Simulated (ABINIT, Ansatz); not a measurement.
Entries from a set of simulations; values are calculated unless marked as measured.

## KCaF3 (Pm-3m): one start, several treatments of the self-energy

Symmetry: Pm-3m, No. 221, cubic system. The conventional cell has a = 4.482 Å, b = 4.482 Å, c = 4.482 Å, α = 90.00°, β = 90.00°, γ = 90.00°. Nearest to K lie 12 F at 3.17 Å. Nearest to Ca lie 6 F at 2.24 Å. F has 2 Ca at 2.24 Å and 4 K at 3.17 Å nearest. Farther neighbours, and contacts between anions beyond the nearest, are not listed.

```
method                             : RPA screening on PBEsol, plane waves, norm-conserving pseudopotentials (and 3 further levels or steps)
program                            : ABINIT 10.8.3
settings                           : cutoff 36 Ha, PseudoDojo scalar-relativistic 0.4.1 standard, norm-conserving, ngkpt (2, 2, 2), nband 79, ecuteps 4.2 Ha, gwcalctyp 2, nfreqre 16, nfreqim 8, inclvkb 2, freqremax 40 eV, spmeth 1, nomegasf 120, shiftk (0, 0, 0), symchi 1, awtr 1, frequency cd, 2×2×2 k-mesh
cost                               : 8 runs, 96 s in all on 4 MPI ranks of Arm Neoverse V2, shared host
notes                              : The program’s warnings: Min real frequency set to default [Ha] =. The cell and positions are those that the Materials Project relaxed with its own functionals (PBE, PBE+U or r2SCAN), kept fixed. The 2×2×2 mesh is coarse for this cell, which bears on the long-range parts of exchange and screening.
G0W0, Godby-Needs plasmon pole     : 9.529 eV
G0W0, Hybertsen-Louie plasmon pole : 10.229 eV
G0W0, Engel-Farid plasmon pole     : 9.520 eV
one-shot Hartree-Fock              : 17.747 eV
G0W0, contour deformation          : 9.489 eV
known limits                       : short of the basis limit; coarse k mesh
```

G0W0, Hybertsen-Louie plasmon pole: +0.700 eV against G0W0, Godby-Needs plasmon pole. G0W0, Engel-Farid plasmon pole: −0.009 eV against G0W0, Godby-Needs plasmon pole.

[Long decimals in the printed logs are rounded to 6 places.]

[Logs are printed without paths, hosts, clocks, repeated set-up lines and the standing remarks that a program may print on its own settings, such as how far it seeks lower states.]

[Paths, hosts, dates, memory and timing lines, banners, echoed tables and standing remarks are left out of the program output; an Ansatz launch command may be rebuilt from the run's recorded settings. Measured values are a selection of at most five: reports struck by readers or far from the other reports are left out. None is set beside runs whose start may be inverted or whose files or cutoffs have a known fault.]

[Runs of the session that timed out or met a known fault of the program may be left out.]

[Hosts, paths, dates, database ids (printed as entryN), source tags and the programs' standing remarks are cut or masked in the printed files.]

[G0W0 gaps are taken among the corrected bands and points alone; a level outside them can change the order at an edge.]

[Where Ansatz stands beside ABINIT at settings called matched, ABINIT's density can come from a denser mesh and the files from another edition; pairs whose starting gaps differed by over 0.03 eV were left out, so agreement reads better than it is.]
